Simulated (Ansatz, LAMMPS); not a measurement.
## Structural relaxation of glassy 30Al2O3-70P2O5 (mol %) (128 atoms)

How does glassy 30Al2O3-70P2O5 (mol %) (128 atoms) relax, and what do bonds, charges and levels look like afterwards?

Calculated with Ansatz 0.2.0; Kohn-Sham DFT, PBEsol, PAW (set soft_2), plane waves.

## 1. Starting point

The cell holds 128 atoms: 12 Al, 28 P and 88 O. Cell: a = 11.908 Å, b = 11.908 Å, c = 11.908 Å, α = 90.0°, β = 90.0°, γ = 90.0°. 128 atoms (12 Al, 28 P, 88 O) placed at random at 2.49 g/cm³, melted at 4000 K for 10 ps at fixed volume with the Morse and Coulomb pair potential with partial charges (Pedone, Malavasi, Menziani, Cormack and Segre, J. Phys. Chem. B 110, 11780 (2006)). Quenched from 4000 K to 300 K at 100 K/ps and fixed volume, held 10 ps at zero pressure.

Limits known from the start: The quench rate of 100 K/ps is orders of magnitude faster than experiment, which tends to freeze in extra defects. The starting topology of bonds comes from the classical model. Sampling is at Γ alone, for a cell whose shortest periodic width is 12 Å.

## 2. Making the structure

A classical potential supplies the starting structure, since it reaches far longer times than DFT.

This step: classical MD, Morse and Coulomb pair potential with partial charges (Pedone, Malavasi, Menziani, Cormack and Segre, J. Phys. Chem. B 110, 11780 (2006)) (LAMMPS 22 Jul 2025 - Update 4).

The input, in.lmp:

```
# melt-quench of Al12P28O88
units metal
atom_style charge
boundary p p p
region box block 0 12.0136 0 12.0136 0 12.0136
create_box 3 box
mass 1 26.9815   # Al
mass 2 30.9738   # P
mass 3 15.9990   # O
create_atoms 1 random 12 84264 NULL overlap 1.5 maxtry 2000
create_atoms 2 random 28 84271 NULL overlap 1.5 maxtry 2000
create_atoms 3 random 88 84278 NULL overlap 1.5 maxtry 2000
pair_style hybrid/overlay pedone 5.5 coul/long 8.0
pair_coeff * * coul/long
pair_coeff 1 3 pedone 0.361581 1.900442 2.164818 0.9   # Al-O
pair_coeff 2 3 pedone 0.831326 2.585833 1.800790 1   # P-O
pair_coeff 3 3 pedone 0.042395 1.379316 3.618701 22   # O-O
set type 1 charge 1.8
set type 2 charge 3
set type 3 charge -1.2
kspace_style pppm 1.0e-4
neigh_modify delay 0 every 1 check yes
thermo_style custom step time temp pe press density
thermo_modify norm yes
timestep 0.002
thermo 100
min_style cg
minimize 1e-4 1e-4 200 2000
reset_timestep 0
velocity all create 4000 84265 mom yes dist gaussian
fix lim all nve/limit 0.05
fix lan all langevin 4000 4000 0.2 84266 zero yes
thermo 500
run 1000 post no
# [... 7 lines left out ...]
fix md all nvt temp 4000 300 0.2
run 18500 post no
unfix md
thermo 1666
fix md all npt temp 300 300 0.2 iso 0 0 2
run 5000 post no
unfix md
write_dump all custom glass.dump id type xs ys zs modify sort id
```

Command:

```sh
> lmp -in in.lmp -log none -nocite
```

Numbers of over 12 decimals in the logs are rounded to 6 here.

Output:

```text
LAMMPS (22 Jul 2025 - Update 4)
Created orthogonal box = (0 0 0) to (12.0136 12.0136 12.0136)
Created 12 atoms
Created 28 atoms
Created 88 atoms
PPPM initialization ...
  G vector (1/distance) = 0.39376902
  grid = 15 15 15
  estimated relative force accuracy = 4.341602e-05
   Step          Time           Temp          PotEng         Press         Density
         0   0              0             -3.0963596      545769.05      2.4890209
       100   0.2            0             -20.478009     -10880.249      2.4890209
       113   0.226          0             -20.514226     -1297.1514      2.4890209
[... 19 lines left out ...]
[... 2 lines left out ...]
Loop time of 4.74859 s on 1 MPI rank(s) for 5000 steps with 128 atoms
   Step          Time           Temp          PotEng         Press         Density
[... 12 lines left out ...]
Loop time of 16.5615 s on 1 MPI rank(s) for 18500 steps with 128 atoms
   Step          Time           Temp          PotEng         Press         Density
[... 1 line left out ...]
     24990   49.98          318.45521     -20.707617     -5325.4514      2.5433258
     26656   53.312         286.83897     -20.711399      5281.6911      2.5636353
     28322   56.644         308.49615     -20.70576      -13709.343      2.5145469
     29500   59             330.26938     -20.702821      3117.6615      2.555663
Loop time of 7.64147 s on 1 MPI rank(s) for 5000 steps with 128 atoms
```

Run time: 31 s. Hardware: 1 thread of Intel Xeon Platinum 8488C (Sapphire Rapids), shared host; peak memory 0.069 GiB.

## 3. Single point at the start

A single point comes first, to see the forces before anything moves.

The input, input.yaml:

```yaml
crystal:
  lattice:
    - [11.90826, 0.0, 0.0]
    - [0.0, 11.90826, 0.0]
    - [0.0, 0.0, 11.90826]
  atoms:
    - { symbol: Al, position: [0.90256, 0.24258, 0.73043] }
    - { symbol: Al, position: [0.16744, 0.69669, 0.33089] }
    - { symbol: Al, position: [0.00231, 0.54333, 0.02483] }
    - { symbol: Al, position: [0.55247, 0.22941, 0.83682] }
    - { symbol: Al, position: [0.50069, 0.25857, 0.45284] }
    - { symbol: Al, position: [0.62794, 0.74846, 0.77919] }
    - { symbol: Al, position: [0.29373, 0.26152, 0.22111] }
    - { symbol: Al, position: [0.56816, 0.61648, 0.15601] }
    - { symbol: Al, position: [0.84784, 0.17967, 0.29522] }
    - { symbol: Al, position: [0.14482, 0.14866, 0.75043] }
    - { symbol: Al, position: [0.11571, 0.34102, 0.62771] }
    - { symbol: Al, position: [0.33322, 0.39502, 0.79107] }
    - { symbol: P, position: [0.12785, 0.91288, 0.15446] }
    - { symbol: P, position: [0.51442, 0.84158, 0.01525] }
    - { symbol: P, position: [0.26886, 0.84141, 0.94805] }
    - { symbol: P, position: [0.25661, 0.57417, 0.9713] }
    - { symbol: P, position: [0.07733, 0.28671, 0.37455] }
    - { symbol: P, position: [0.86314, 0.97179, 0.1168] }
    - { symbol: P, position: [0.03145, 0.90557, 0.74864] }
    - { symbol: P, position: [0.39703, 0.84982, 0.62688] }
    - { symbol: P, position: [0.33804, 0.52546, 0.21378] }
    - { symbol: P, position: [0.75618, 0.59253, 0.34248] }
    - { symbol: P, position: [0.81971, 0.37123, 0.94681] }
    - { symbol: P, position: [0.82742, 0.74606, 0.9869] }
    - { symbol: P, position: [0.9885, 0.52105, 0.30435] }
    - { symbol: P, position: [0.7971, 0.99712, 0.70784] }
    - { symbol: P, position: [0.99614, 0.56575, 0.65464] }
    - { symbol: P, position: [0.59286, 0.49514, 0.91318] }
    - { symbol: P, position: [0.41615, 0.49322, 0.56198] }
    - { symbol: P, position: [0.62469, 0.25836, 0.20728] }
    - { symbol: P, position: [0.39464, 0.11466, 0.64199] }
    - { symbol: P, position: [0.29822, 0.02953, 0.31535] }
    [... 90 atom lines left out ...]
    - { symbol: O, position: [0.24006, 0.02977, 0.42616] }
    - { symbol: O, position: [0.13843, 0.80398, 0.21984] }
    - { symbol: O, position: [0.90585, 0.92252, 0.71187] }
    - { symbol: O, position: [0.48086, 0.15469, 0.7242] }
    - { symbol: O, position: [0.04138, 0.23361, 0.69896] }
    - { symbol: O, position: [0.95235, 0.85923, 0.38476] }
kpoints:
  mp_grid: { grid: [1, 1, 1] }
hamiltonian:
  xc: pbesol
scf:
  occupations: { method: fixed }
output:
  forces: true
  stress: true
  populations: intrinsic
  dos:
    method: { smearing: { sigma: 0.08 } }
    de: 0.1
    projected: { site_lists: { Al: [Al], O: [O], P: [P] } }
  eigenvalues: true
```

Command:

```sh
> ansatz run input.yaml --threads 4 --pin off --max-ram 8192MiB --backend cpu --events-out ev --progress --plain --runs-dir out
```

Output:

```text
Engine: ansatz 0.2.0, x86_64-unknown-linux-gnu
Pseudopotentials: kind: paw
Pseudopotential: Al, paw, valence charge 3, recommended cutoff 420 eV (normal), Al.paw.azcp
Pseudopotential: P, paw, valence charge 5, recommended cutoff 420 eV (normal), P.paw.azcp
Pseudopotential: O, paw, valence charge 6, recommended cutoff 420 eV (normal), O.paw.azcp
[... 3 lines on functional and potentials left out ...]
Crystal: 128 atoms, lattice volume = 1688.671 Å³
Basis set: ecut = 420 eV, 32987 PW (Γ), exchange–correlation on 160×160×160 points (8 copies of the dense FFT grid, shifted against one another)
Bands: 480, of which v1, the nominal top of the filled ones, is band 352 counted from 1 (351 counted from 0)
Symmetry: 1 space group operations
Space group: P1 (ITA 1), of the structure as read, at distance tolerance 1.2e-4 Å
k-points: 1
[... 10 lines on functional and potentials left out ...]
Initial density: superposition of atomic densities (neutral atoms: chi_scale 0, normalization atom), corrected by the library's trained network
Initial wavefunctions: pseudopotential atomic-orbital guess
Functional: x = pbesol(κ = 0.804, μ = 0.123457), c = pbesol(β = 0.046)
SCF iter   1: F=—  HF=-76428.957485 eV  |F-HF|=—  |Δ(HF+E_count)|=         —  Δρ=1.17e-2  dr2=2.21e0  ethr=1.77e-3  ⟨swp⟩=6.0  Hψ=1952  notcnv=0  defer=126
preconditioner: auto → Resta (q_TF=auto, 2.358 Å⁻¹)  ε∞=3.1  [insulator: Δε(μ)=1.930 eV  Ē_g=16.481 eV  n_scr=364 (ndim 8)  ℏωp=24.0 eV  f_vac=0.174  ε∞_Penn≈3.1]
SCF iter   2: F=—  HF=-76428.356011 eV  |F-HF|=—  |Δ(HF+E_count)|=   6.01e-1  Δρ=2.93e-3  dr2=2.40e-1  ethr=3.14e-4  ⟨swp⟩=3.0  Hψ=795  notcnv=0  defer=126
SCF iter   3: F=—  HF=-76428.299939 eV  |F-HF|=—  |Δ(HF+E_count)|=   5.61e-2  Δρ=1.46e-3  dr2=8.49e-2  ethr=3.41e-5  ⟨swp⟩=3.0  Hψ=631  notcnv=0  defer=126
SCF iter   4: F=—  HF=-76428.274417 eV  |F-HF|=—  |Δ(HF+E_count)|=   2.55e-2  Δρ=1.02e-3  dr2=1.62e-2  ethr=1.21e-5  ⟨swp⟩=3.0  Hψ=826  notcnv=0  defer=126
SCF iter   5: F=—  HF=-76428.271215 eV  |F-HF|=—  |Δ(HF+E_count)|=   3.20e-3  Δρ=3.38e-4  dr2=1.95e-3  ethr=2.30e-6  ⟨swp⟩=3.0  Hψ=681  notcnv=0  defer=126
SCF iter   6: F=—  HF=-76428.271404 eV  |F-HF|=—  |Δ(HF+E_count)|=   1.89e-4  Δρ=1.30e-4  dr2=2.65e-4  ethr=2.77e-7  ⟨swp⟩=3.0  Hψ=653  notcnv=0  defer=126
SCF iter   7: F=—  HF=-76428.271461 eV  |F-HF|=—  |Δ(HF+E_count)|=   5.61e-5  Δρ=5.61e-5  dr2=4.85e-5  ethr=3.77e-8  ⟨swp⟩=3.0  Hψ=826  notcnv=0  defer=125
SCF iter   8: F=—  HF=-76428.271860 eV  |F-HF|=—  |Δ(HF+E_count)|=   3.99e-4  Δρ=1.65e-5  dr2=4.81e-6  ethr=6.89e-9  ⟨swp⟩=2.0  Hψ=781  notcnv=0  defer=125
SCF iter   9: F=—  HF=-76428.271866 eV  |F-HF|=—  |Δ(HF+E_count)|=   6.45e-6  Δρ=1.06e-5  dr2=1.72e-6  ethr=6.83e-10  ⟨swp⟩=3.0  Hψ=806  notcnv=0  defer=125
SCF iter  10: F=—  HF=-76428.271867 eV  |F-HF|=—  |Δ(HF+E_count)|=   5.28e-7  Δρ=2.81e-6  dr2=1.42e-7  ethr=2.44e-10  ⟨swp⟩=2.0  Hψ=648  notcnv=0  defer=125
SCF iter  11: F=-76428.271867 eV  HF=-76428.271867 eV  |F-HF|=1.26e-8  |Δ(HF+E_count)|=   2.09e-7  Δρ=1.55e-6  dr2=3.63e-8  ethr=1.42e-11  ⟨swp⟩=23.0  Hψ=3714  notcnv=0
SCF 1 converged in 11 iterations: F = -76428.271867 eV  dr2 = 3.63e-8
  greatest PAW one-centre occupation: 0.876 electrons in one spin orbital (limit 2), on the O atom at site 67 (counted from 0), in its partial waves of l = 0
SCF converged after 11 iterations
Free energy (F): -76428.271867 eV
Harris-Foulkes:  -76428.271867 eV  (|F-HF|=1.26e-8)
Internal energy: -76428.271867 eV  (E = F + TS)
E sigma→0 (E₀):  -76428.271867 eV
Fermi energy:    4.692481 eV
--- Per-component energies (eV) ---
  E_band       = -3738.280897
  E_kinetic    = 18129.540660
  E_local      = -49995.145477  (includes V_loc(G=0)·N_el)
  E_nonlocal   = 5237.422246
  E_hartree    = 18357.756785
  E_xc         = -8638.193023
  E_vxc        = -10334.291272  (∫ρ·V_xc dr)
  E_paw        = -34454.376582  (= ΣΔE_a)
  E_vpaw       = -3491.541458  (= ΣTr[D̂ρ^β])
  E_aug_tail   = 0.223938  (compensation charges beyond the density's cutoff)
  E_ewald      = -25070.126110
  E_core_change = 4.625694  (= ΣΔE_core)
  E_smearing   = -0.000000  (= −TS)
  E_closure    = -0.000000  (closes the sum)
  Σ components = -76428.271867   (vs F -76428.271867, Δ=0.00e0)
--- Forces (eV/Å), atoms counted from 1 ---
  atom   1  Al    -2.49270566     0.20666889     0.02960403
  atom   2  Al     1.83090469     1.02266833     0.04736974
  atom   3  Al    -3.14840114     0.83787292     0.37672857
  atom   4  Al    -0.75823478     1.79358702    -0.46903195
  atom   5  Al     1.39524378     2.06812442    -0.69664715
  atom   6  Al     1.43694699    -0.53217111     1.64389078
  atom   7  Al    -1.04073256    -0.43523718    -1.59864831
  atom   8  Al    -0.27104117     1.09042937    -2.91279145
  atom   9  Al    -2.02764836    -0.09069994    -0.29574973
  atom  10  Al     1.44980636    -0.77550392     1.99177478
  atom  11  Al    -0.26132691     2.00772093     0.44852628
  atom  12  Al     0.76318325    -0.26729441    -0.21631341
  atom  13  P      2.07239327    -2.65957487     2.63165666
  atom  14  P      2.43113107    -3.80198867    -2.47529610
[...]
atom 127  O     -0.20369623     0.17343689    -0.74897801
  atom 128  O     -1.05856048    -0.74408410    -0.32279086
  max |Σ_I F_I| component: 7.20e-5 eV/Å
--- Stress (GPa, compression-positive) ---
        1.711752       0.725263      -0.483913
        0.725265      -0.664378       0.321906
       -0.483913       0.321909       0.245952
  P = ⅓ Tr σ = 0.4311 GPa (4.311 kbar)
--- Band table (eV) ---
  k-point 0: bands = ["-21.4503", "-20.7629", "-20.4614", "-20.3959", [... 464 levels ...], "13.2242", "13.2545", "13.2974", "13.3220", "13.3431", "13.3800", "13.3993", "13.4329", "13.4821", "13.5008", "13.5349", "13.5682"]
--- intrinsic populations: 128 sites ---
  site symbol       q [e]
     0     Al      1.5921
     1     Al      1.6812
     2     Al      1.6053
[...]
127      O      6.9201
  spilling = -0.000000 (of n_electrons = 704.000000)
```

Wall time 43 s (4 threads of Intel Xeon Platinum 8488C (Sapphire Rapids), shared host); peak memory 2.5 GiB.

The column dr2 measures how far the density is from self-consistency, as an energy; F and HF (Harris–Foulkes) agree once it is small.

The run gave:

| Quantity | Value |
| --- | --- |
| free energy | -76428.2719 eV |
| free energy per atom | -597.0959 eV/atom |
| SCF cycles | 11 |
| pressure | 0.4311 GPa |
| r.m.s. force component | 1.526 eV/Å |
| longest force | 5.773 eV/Å |
| Fermi energy | 4.692 eV |
| gap (highest filled to lowest empty level) | 0.6218 eV |

The r.m.s. force component of 1.5 eV/Å and the pressure of 0.43 GPa set the starting point.

Neighbours are counted within 2.11 Å (O-P), 2.27 Å (O-Al).

Length of the force by element and coordination:

```csv
element,coordination,atoms,mean length of the force (eV/Å),spread,least,most
Al,all,12,2.28,0.601,0.837,3.28
Al,4,10,2.30,0.656,0.837,3.28
Al,5,2,2.17,0.0748,2.10,2.25
O,all,88,1.88,0.988,0.320,5.77
O,1,14,1.39,0.547,0.847,2.48
O,2,73,1.99,1.02,0.320,5.77
O,3,1,0.795,0,0.795,0.795
P,all,28,3.75,1.14,1.22,5.75
P,4,27,3.77,1.15,1.22,5.75
P,5,1,3.12,0,3.12,3.12
```

[end of part 1 of 3]

[Logs are printed without paths, hosts, clocks, repeated set-up lines and the standing remarks that a program may print on its own settings, such as how far it seeks lower states.]

[Hosts, paths, dates, database ids (printed as entryN), source tags and the programs' standing remarks are cut or masked in the printed files.]
